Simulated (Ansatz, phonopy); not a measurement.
# KI (Fm-3m): a volume series of phonon spectra, part 6 of 6

Wanted: mode Grüneisen parameters of KI and a free-energy fit over volumes.

What experiment has found for this phase:
- volume expansion coefficient 113.7 1e-6/K near room temperature (given in “Descriptors for thermal expansion in solids”, 2017, arXiv:1701.03966)

Ansatz 0.2.0; DFT LDA, scalar-relativistic, plane waves, PAW.

So far. Step 15 (A cell at another volume, V/V0 1.085): The run ends at a pressure of -1.07 GPa. Step 16 (Phonons, V/V0 1.085): No mode is imaginary beyond numerical noise at the solved wavevectors. The highest zone-centre mode (no LO–TO term) moved by -18.1 % for a volume change of +8.5 %.

**17. How the modes move with volume (continued)**

Grüneisen at points, by row:

```
point  branch  frequency (cm⁻¹)  mode Grüneisen parameter
    Γ       4             114.9                      2.28
    Γ       6             146.1                      1.36
    X       1              27.8                     -1.42
    X       3              47.2                     -0.79
    X       4             118.7                      2.35
    X       6             124.2                      2.37
    U       1              43.9                      -0.8
    U       2              44.4                      1.16
    U       3              53.3                      0.96
    U       4             112.6                      2.32
    U       5               121                      2.05
    U       6             122.6                      2.36
    K       1              43.9                      -0.8
    K       2              44.4                      1.16
    K       3              53.3                      0.96
    K       4             112.6                      2.32
    K       5               121                      2.05
    K       6             122.6                      2.36
    L       1              58.8                      2.18
    L       3              70.2                      1.52
    L       4             102.8                      2.21
    L       6             138.9                      1.37
    W       1                40                     -0.89
    W       3              62.5                      1.94
    W       4             111.6                      1.95
    W       5             121.6                      2.36
```

**18. Free-energy fit**

Numbers from this step:

| Quantity | Value |
| --- | --- |
| volume expansion coefficient at 300 K | 122.1 1e-6/K |
| isothermal bulk modulus at 300 K | 13.13 GPa |
| C_P at 300 K | 26.07 J/mol-atom/K |
| Grüneisen parameter at 300 K | 1.608 |

The energy (each curve on its own zero) by volume; values in meV/atom:

```
volume (Å³/atom)  static  F at 0 K  F at 300 K  F at 600 K
           38.81    0.83      2.21        7.01        13.0
           39.61       0      0.81         3.8        7.49
           40.40    0.76      1.02        2.14        3.49
           41.19    2.93      2.66        1.85        0.82
           41.98    6.34      5.56        2.78       -0.69
           42.97    12.2      10.8        5.43       -1.13
```

Phonopy-qha, vinet fit of F(V) at each temperature; no electronic free energy. Qha vinet, by row:

```
T (K)  fitted volume (Å³/atom)  alpha_V (1e-6/K)  B_T (GPa)  C_P (J/mol-atom/K)  Grueneisen
   75                       40             76.84      15.29               20.21       1.416
  100                    40.09             89.41      15.07               22.32       1.483
  125                    40.18             96.94      14.84               23.46       1.517
  150                    40.28             102.2      14.61               24.17       1.538
  175                    40.39             106.2      14.37               24.66       1.553
  200                     40.5             109.8      14.13               25.03       1.566
  225                    40.61               113      13.88               25.34       1.577
  250                    40.73               116      13.63                25.6       1.587
  275                    40.85             119.1      13.38               25.84       1.598
  300                    40.97             122.1      13.13               26.07       1.608
  325                     41.1             125.2      12.87                26.3       1.618
  350                    41.23             128.4      12.61               26.52       1.628
  375                    41.36             131.7      12.35               26.75       1.638
  400                     41.5             135.1      12.09               26.98       1.649
  425                    41.64             138.7      11.82               27.22       1.659
  450                    41.79             142.5      11.55               27.47        1.67
  475                    41.94             146.5      11.27               27.73       1.682
  500                    42.09             150.8         11               28.01       1.693
  525                    42.26             155.3      10.72                28.3       1.705
  550                    42.42             160.1      10.44               28.61       1.718
```

The volume expansion coefficient, phonopy-qha, Vinet by temperature:

```
temperature (K)  volume expansion coefficient, phonopy-qha, Vinet (1e-6/K)
             75                                                       76.8
            100                                                       89.4
            125                                                       96.9
            150                                                        102
            175                                                        106
            200                                                        110
            225                                                        113
            250                                                        116
            275                                                        119
            300                                                        122
            325                                                        125
            350                                                        128
            375                                                        132
            400                                                        135
            425                                                        139
            450                                                        143
            475                                                        147
            500                                                        151
            525                                                        155
            550                                                        160
```

The fit gives a volume expansion of 122 × 10⁻⁶/K at 300 K.

**19. What came out**

```yaml
volume_expansion_coefficient_at_300_k: 122.1 1e-6/K
isothermal_bulk_modulus_at_300_k: 13.13 GPa
c_p_at_300_k: 26.07 J/mol-atom/K
grueneisen_parameter_at_300_k: 1.608
mean_mode_grueneisen_parameter_at_300_k: 1.51
```

**Reading.** Near room temperature KI expands by 122 × 10⁻⁶/K in volume by LDA, with C_P = 26.1 J/(mol K) per mole of atoms and B_T = 13.1 GPa. The table stops at 550 K because beyond it the fitted volume comes within 1 % of the largest computed cell, where the fit loses its support. C_P at room temperature is 105 % of the classical 3R an atom. A measured volume expansion coefficient near room temperature is 113.7 1e-6/K (arXiv:1701.03966); the calculated 122 1e-6/K differs by +7 %. The heat-capacity-weighted Grüneisen parameter goes from 1.29 at 50 K to 1.52 at 800 K; 12 % of the modes stiffen on expansion. Weighting γ by the density of states and each mode's heat capacity at 300 K, modes below 50 cm⁻¹ give about 6 % of the sum of γC that drives the expansion, those up to 100 cm⁻¹ 25 % and the rest 69 %. Among the labelled points γ is largest for branch 6 at X (124 cm⁻¹, 2.4) and most negative for branch 1 at X (27.8 cm⁻¹, -1.4). The PAW files were made for PBE and are used here under another functional, for which the program regenerates the frozen cores.

[Logs are printed without paths, hosts, clocks, repeated set-up lines and the standing remarks that a program may print on its own settings, such as how far it seeks lower states.]

[Hosts, paths, dates, database ids (printed as entryN), source tags and the programs' standing remarks are cut or masked in the printed files.]

[A step with changed settings may run another functional than the one named; its input shows which.]

[Of the runs on displaced cells, only some may be shown.]
